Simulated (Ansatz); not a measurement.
# Bi2Te3 (Tellurobismuthite): given cell or relaxed cell?

Aim: gaps of Bi2Te3 (Tellurobismuthite) at the database cell and after a full relaxation.

Method: PBE, HSE06 and G0W0, plane waves, PAW, in Ansatz 0.2.0.

**The experiments to reproduce.**

- Gap 175 ± 10 meV: direct gap in the mirror planes; Landau level spectroscopy, quoted from earlier work; film (quoted in “Electronic band structure of Sb2Te3”, 2023, arxiv:2312.07402).

- Gap 0.15 eV: experimental band gap, approximate, quoted from earlier work; bulk crystal (quoted in “Free-electron creation at the 60° twin boundary in Bi2Te3”, 2016, pmc:4990697).

- Gap 145 meV: indirect bulk gap, separation between bulk valence band and bulk conduction band from ARPES; ARPES (He I, 21.2 eV); 300 K; film (10 quintuple layer MBE film, air-exposed for 5 min so that the conduction band is occupied) on BaF2 (111) (“Intrinsic conduction through topological surface states of insulating Bi2Te3 epitaxial thin films”, 2014, arxiv:1410.1356).

- Gap 130 meV: fundamental gap, lower end of quoted experimental range; earlier experiments; bulk crystal (quoted in “Bulk Band Structure of Bi2Te3”, 2014, arxiv:1403.3050).

- Gap 0.14 eV: indirect optical gap from Tauc plot; FTIR optical absorption; 300 K; ceramic (individual Bi2Te3) (“Metavalently bonded tellurides: the essence of improved thermoelectric performance in elemental Te”, 2024, pmc:11014947).

This is a report of a sequence of runs, with the program logs left out and the cost of each run kept.

## 1. The structure

The structure is trigonal, space group R-3m (No. 166). The conventional cell has a = 4.386 Å, b = 4.386 Å, c = 30.497 Å, α = 90.00°, β = 90.00°, γ = 120.00°. Bi has 6 Te at 3.07 to 3.25 Å nearest. Nearest to Te lie 6 Bi at 3.25 Å. Nearest to Te lie 3 Bi at 3.07 Å. Farther neighbours, and contacts between anions beyond the nearest, are not listed.

As a file:

```cif
data_structure
_symmetry_space_group_name_H-M 'R-3m:H'
_symmetry_Int_Tables_number 166
_cell_length_a 4.3860
_cell_length_b 4.3860
_cell_length_c 30.4970
_cell_angle_alpha 90.000
_cell_angle_beta 90.000
_cell_angle_gamma 120.000
_cell_volume 508.07
loop_
_atom_site_label
_atom_site_type_symbol
_atom_site_symmetry_multiplicity
_atom_site_Wyckoff_symbol
_atom_site_fract_x
_atom_site_fract_y
_atom_site_fract_z
_atom_site_occupancy
Bi1 Bi 6 c 0.66667 0.33333 0.73333 1
Te1 Te 3 a 0.00000 0.00000 0.00000 1
Te2 Te 6 c 0.33333 0.66667 0.87617 1
```

The cell and positions come from the Crystallography Open Database and are kept as given unless a step says otherwise. The default PAW set here is soft_2. Its files were made with PBE.

## 2. PBE bands at the given cell

The cheap functional maps the bands first; the places of the edges decide which points the dearer methods must see.

This step: DFT, PBE, plane waves, PAW.

Contents of input.yaml:

```yaml
crystal:
  lattice:
    - [2.193, 1.2661291403, 10.1656666667]
    - [-2.193, 1.2661291403, 10.1656666667]
    - [0.0, -2.5322582807, 10.1656666667]
  atoms:
    - { symbol: Bi, position: [0.4, 0.4, 0.4] }
    - { symbol: Bi, position: [0.6, 0.6, 0.6] }
    - { symbol: Te, position: [0.0, 0.0, 0.0] }
    - { symbol: Te, position: [0.2095, 0.2095, 0.2095] }
    - { symbol: Te, position: [0.7905, 0.7905, 0.7905] }
kpoints:
  mp_grid: { grid: [6, 6, 6] }
  band_path:
    path:
      - [[0.0, 0.0, 0.0], [0.5, 0.5, 0.5], [0.82299161, 0.17700839, 0.5]]
      - [[0.5, -0.17700839, 0.17700839], [0.5, 0.0, 0.0], [0.0, 0.0, 0.0], [0.3385042, -0.3385042, 0.0]]
      - [[0.6614958, 0.0, 0.3385042], [0.5, 0.0, 0.5], [0.0, 0.0, 0.0]]
    npoints: 10
hamiltonian:
  xc: pbe
scf:
  occupations: { method: fermi_dirac, width: 0.02 }
  n_extra_bands: 5
output:
  eigenvalues: true
  forces: true
  stress: true
  write_density: true
  write_potential: true
  elf: true
  volumetric_format: npy
```

On the command line:

```
$ ansatz run input.yaml --threads 3 --pin off --max-ram 92160MiB --backend cuda --events-out ev --progress --plain --runs-dir out --devices 1 --max-vram 13GiB
```

Wall time 13 s (1 × NVIDIA H100 80GB HBM3 (shared by 6 runs) with 3 threads of AMD EPYC 7R13 (Zen 3), shared host); peak memory 1 GiB; 4.4 s of CPU time.

This step gave:

```
pressure             : 1.901 GPa
filled bands         : 39
gap                  : 0.2919 eV
valence top at       : Γ
conduction bottom at : Γ
least direct gap     : 0.2919 eV
```

The gap is direct, at Γ.

## 3. Relaxing cell and ions

A relaxation comes first: leftover forces or stress would pass straight into the levels.

This step: DFT, PBE-D3(BJ), plane waves, PAW.

Contents of input.yaml:

```yaml
crystal:
  lattice:
    - [2.193, 1.2661291403, 10.1656666667]
    - [-2.193, 1.2661291403, 10.1656666667]
    - [0.0, -2.5322582807, 10.1656666667]
  atoms:
    - { symbol: Bi, position: [0.4, 0.4, 0.4] }
    - { symbol: Bi, position: [0.6, 0.6, 0.6] }
    - { symbol: Te, position: [0.0, 0.0, 0.0] }
    - { symbol: Te, position: [0.2095, 0.2095, 0.2095] }
    - { symbol: Te, position: [0.7905, 0.7905, 0.7905] }
kpoints:
  mp_grid: { grid: [6, 6, 6] }
hamiltonian:
  xc: pbe
  dispersion: d3bj
scf:
  occupations: { method: fermi_dirac, width: 0.02 }
relax:
  f_tol: 0.01
  max_steps: 60
  cell: {}
```

Wall time 8.1 s (1 × NVIDIA H100 80GB HBM3 (shared by 6 runs) with 3 threads); peak memory 0.99 GiB; 8.6 s of CPU time.

Relaxation path:

| step | energy less that of the first step (eV) | largest force component (eV/Å) | pressure (GPa) | volume (Å³) |
| --- | --- | --- | --- | --- |
| 1 | 0.0000 | 0.0385 | -0.32 | 169.36 |
| 2 | -0.0007 | 0.0677 | 0.25 | 167.82 |
| 3 | -0.0016 | 0.0081 | 0.00 | 168.32 |
| 4* | -0.0014 | 0.0082 | 0.00 | 168.32 |

Relaxation steps marked * repeat the geometry before them on a plane-wave basis chosen anew for their cell, so energy and pressure can jump there.

Forces are held to the 12 operations that the program found; a distortion that breaks them can't arise in this run.

| conventional cell, symmetrised | before | after | change |
| --- | --- | --- | --- |
| a (Å) | 4.386 | 4.384 | -0.1 % |
| b (Å) | 4.386 | 4.384 | -0.1 % |
| c (Å) | 30.497 | 30.345 | -0.5 % |
| volume (Å³/atom) | 33.87 | 33.66 | -0.6 % |

## 4. PBE at the relaxed cell

This step: DFT, PBE, plane waves, PAW.

Contents of input.yaml:

```yaml
crystal:
  lattice:
    - [2.1917602314, 1.2654133596, 10.1151241734]
    - [-2.1917602314, 1.2654133596, 10.1151241734]
    - [0.0, -2.5308267192, 10.1151241734]
  atoms:
    - { symbol: Bi, position: [0.400038978, 0.400038978, 0.400038978] }
    - { symbol: Bi, position: [0.599961022, 0.599961022, 0.599961022] }
    - { symbol: Te, position: [0.0, 0.0, 0.0] }
    - { symbol: Te, position: [0.2094596341, 0.2094596341, 0.2094596341] }
    - { symbol: Te, position: [0.7905403659, 0.7905403659, 0.7905403659] }
kpoints:
  mp_grid: { grid: [6, 6, 6] }
  band_path:
    path:
      - [[0.0, 0.0, 0.0], [0.5, 0.5, 0.5], [0.82299161, 0.17700839, 0.5]]
      - [[0.5, -0.17700839, 0.17700839], [0.5, 0.0, 0.0], [0.0, 0.0, 0.0], [0.3385042, -0.3385042, 0.0]]
      - [[0.6614958, 0.0, 0.3385042], [0.5, 0.0, 0.5], [0.0, 0.0, 0.0]]
    npoints: 10
hamiltonian:
  xc: pbe
scf:
  occupations: { method: fermi_dirac, width: 0.02 }
  n_extra_bands: 5
output:
  eigenvalues: true
  forces: true
  stress: true
```

Run time: 15 s. Hardware: 1 × NVIDIA H100 80GB HBM3 (shared by 6 runs) with 3 threads; peak memory 0.94 GiB.

Read from the output:

- pressure: 2.246 GPa
- gap: 0.2746 eV
- valence top at: Γ
- conduction bottom at: Γ
- least direct gap: 0.2746 eV

The gap is direct, at Γ.

## 5. HSE06 at the relaxed cell

HSE06 mixes in a quarter of exact exchange at short range. Exchange couples all pairs of k points, which makes a full band path dear, so levels are read on the mesh and at chosen points.

This step: DFT, HSE06, plane waves, PAW.

Contents of input.yaml:

```yaml
crystal:
  lattice:
    - [2.1917602314, 1.2654133596, 10.1151241734]
    - [-2.1917602314, 1.2654133596, 10.1151241734]
    - [0.0, -2.5308267192, 10.1151241734]
  atoms:
    - { symbol: Bi, position: [0.400038978, 0.400038978, 0.400038978] }
    - { symbol: Bi, position: [0.599961022, 0.599961022, 0.599961022] }
    - { symbol: Te, position: [0.0, 0.0, 0.0] }
    - { symbol: Te, position: [0.2094596341, 0.2094596341, 0.2094596341] }
    - { symbol: Te, position: [0.7905403659, 0.7905403659, 0.7905403659] }
kpoints:
  mp_grid: { grid: [4, 4, 4] }
  band_path:
    path:
      - [0.0, 0.0, 0.0]
      - [0.5, 0.5, 0.5]
      - [0.82299161, 0.17700839, 0.5]
      - [0.5, -0.17700839, 0.17700839]
      - [0.5, 0.0, 0.0]
      - [0.3385042, -0.3385042, 0.0]
      - [0.6614958, 0.0, 0.3385042]
      - [0.5, 0.0, 0.5]
    npoints: 1
hamiltonian:
  xc: hse06
scf:
  occupations: { method: fixed }
  n_extra_bands: 5
output:
  eigenvalues: true
```

It took 45 s on 1 × NVIDIA H100 80GB HBM3 (shared by 6 runs) with 3 threads; peak memory 1.8 GiB; 69 s of CPU time.

Read from the output:

```yaml
gap: 0.6224 eV
valence_top_at: Γ
conduction_bottom_at: Γ
least_direct_gap: 0.6224 eV
```

The gap stands +0.35 eV against PBE.

## 6. G0W0 at the relaxed cell

G0W0 replaces the xc potential by the self-energy, built once from these orbitals. Only a window of levels is corrected, while the sums run over the empty bands that the input names.

This step: G0W0 on PBE, plane waves, PAW.

Contents of input.yaml:

```yaml
crystal:
  lattice:
    - [2.1917602314, 1.2654133596, 10.1151241734]
    - [-2.1917602314, 1.2654133596, 10.1151241734]
    - [0.0, -2.5308267192, 10.1151241734]
  atoms:
    - { symbol: Bi, position: [0.400038978, 0.400038978, 0.400038978] }
    - { symbol: Bi, position: [0.599961022, 0.599961022, 0.599961022] }
    - { symbol: Te, position: [0.0, 0.0, 0.0] }
    - { symbol: Te, position: [0.2094596341, 0.2094596341, 0.2094596341] }
    - { symbol: Te, position: [0.7905403659, 0.7905403659, 0.7905403659] }
kpoints:
  mp_grid: { grid: [4, 4, 4] }
hamiltonian:
  xc: pbe
scf:
  occupations: { method: fixed }
gw:
  n_empty_bands: 502
  ecut_chi: 120
  qp_bands: [v2, c2]
  qp_kpoints: band_edges
  screening: { model: contour_deformation }
```

The job ended after 97 s (1 × NVIDIA H100 80GB HBM3 (shared by 6 runs) with 3 threads; peak memory 2.1 GiB; 2.9 min of CPU time).

Read from the output:

- bands summed: 541
- RPA ε∞ on this mesh (eigenvalues): 48.98, 48.98, 58.20
- plane waves in the screening matrix: 481
- G0W0 gap on the mesh: 0.4588 eV
- k of the valence top: 0, 0, 0
- k of the conduction bottom: 0, 0, 0
- starting gap on the mesh: 0.2801 eV
- least direct G0W0 gap on the computed points: 0.4588 eV

The gap on the mesh goes from 0.28 eV to 0.46 eV, a correction of +0.18 eV. Between the two edge states, bare exchange in place of the xc potential would open the gap by 3.04 eV, and correlation takes back 2.87 eV.

## 7. G0W0 at the given cell

Contents of input.yaml:

```yaml
crystal:
  lattice:
    - [2.193, 1.2661291403, 10.1656666667]
    - [-2.193, 1.2661291403, 10.1656666667]
    - [0.0, -2.5322582807, 10.1656666667]
  atoms:
    - { symbol: Bi, position: [0.4, 0.4, 0.4] }
    - { symbol: Bi, position: [0.6, 0.6, 0.6] }
    - { symbol: Te, position: [0.0, 0.0, 0.0] }
    - { symbol: Te, position: [0.2095, 0.2095, 0.2095] }
    - { symbol: Te, position: [0.7905, 0.7905, 0.7905] }
kpoints:
  mp_grid: { grid: [4, 4, 4] }
hamiltonian:
  xc: pbe
scf:
  occupations: { method: fixed }
gw:
  n_empty_bands: 505
  ecut_chi: 120
  qp_bands: [v2, c2]
  qp_kpoints: band_edges
  screening: { model: contour_deformation }
```

Run time: 91 s. Hardware: 1 × NVIDIA H100 80GB HBM3 (shared by 6 runs) with 3 threads; peak memory 2.1 GiB.

Numbers from this step:

```yaml
bands_summed: 544
rpa_eps_infinity_on_this_mesh_eigenvalues: 47.41, 47.41, 54.44
plane_waves_in_the_screening_matrix: 505
g0w0_gap_on_the_mesh: 0.4889 eV
k_of_the_valence_top: 0, 0, 0
k_of_the_conduction_bottom: 0, 0, 0
starting_gap_on_the_mesh: 0.2971 eV
least_direct_g0w0_gap_on_the_computed_points: 0.4889 eV
```

The gap on the mesh goes from 0.30 eV to 0.49 eV, a correction of +0.19 eV. The program marks an edge row as in doubt. Between the two edge states, bare exchange in place of the xc potential would open the gap by 3.07 eV, and correlation takes back 2.88 eV.

## 8. Together

G0W0 rows are gaps on the mesh, lowered where the mesh misses an edge of the band path.

| level | given cell (eV) | relaxed cell (eV) | change (eV) |
| --- | --- | --- | --- |
| PBE | 0.29 | 0.27 | −0.02 |
| HSE06 | - | 0.62 | - |
| G0W0@PBE | 0.49 | 0.46 | −0.03 |

## 9. Outcome

```yaml
volume_change: −0.6 %
pbe_given_cell: 0.29 eV
pbe_relaxed_cell: 0.27 eV
hse06_relaxed_cell: 0.62 eV
g0w0_pbe_relaxed_cell: 0.46 eV
g0w0_pbe_given_cell: 0.49 eV
known_limits: short of the basis limit; model gap, bands may invert with spin-orbit coupling; mesh may overstate the screening; no spin-orbit coupling
```

**Reading.** Relaxation changes the volume by −0.6 % and the gap by −0.02 eV (PBE) and −0.03 eV (G0W0@PBE). Against experiment, by G0W0@PBE at the given cell: the gap of 0.49 eV lies +0.34 eV from the measured 0.15 eV (kind not stated, quoted 2016); the gap of 0.49 eV lies +0.34 eV from the measured 145 meV (indirect, 300 K, on BaF2 (111), 2014); the gap of 0.49 eV lies +0.36 eV from the measured 130 meV (kind not stated, quoted 2014); the gap of 0.49 eV lies +0.35 eV from the measured 0.14 eV (indirect, 300 K, 2024). The calculation has static nuclei and no excitons; a measured gap holds zero-point and thermal motion, which mostly lowers it. With atoms this heavy the missing spin-orbit coupling may be the largest error. Bands and cutoff are finite, so the gap stands short of the basis limit, usually by up to a few tenths of an eV; the mesh is an error of its own. Where an edge is built on 6p states of lead, bismuth or thallium, scalar-relativistic gaps usually stand too wide, by a few tenths to over one eV. With atoms this heavy and so narrow a gap, spin-orbit coupling can invert the bands. These scalar-relativistic gaps are then model values, not to be set against experiment, and a spin-orbit change taken from DFT can't simply be added. The RPA ε∞ on this mesh reaches over 25; with a narrow direct gap a coarse mesh can overstate it, and the correction is then too small. The program marks a band-edge row as in doubt, so the gap is less sure than its digits.

[Long decimals in the printed logs are rounded to 6 places.]

[Logs are printed without paths, hosts, clocks, repeated set-up lines and the standing remarks that a program may print on its own settings, such as how far it seeks lower states.]

[Paths, hosts, dates, memory and timing lines, banners, echoed tables and standing remarks are left out of the program output; an Ansatz launch command may be rebuilt from the run's recorded settings. Measured values are a selection of at most five: reports struck by readers or far from the other reports are left out. None is set beside runs whose start may be inverted or whose files or cutoffs have a known fault.]

[Runs of the session that timed out or met a known fault of the program may be left out.]

[Cells called generated may have been cut or substituted from an entry of the Crystallography Open Database or the Materials Project.]

[Hosts, paths, dates, database ids (printed as entryN), source tags and the programs' standing remarks are cut or masked in the printed files.]

[Where the starting crystal was built by hand or by swapping elements, it need not be the compound's stable phase.]
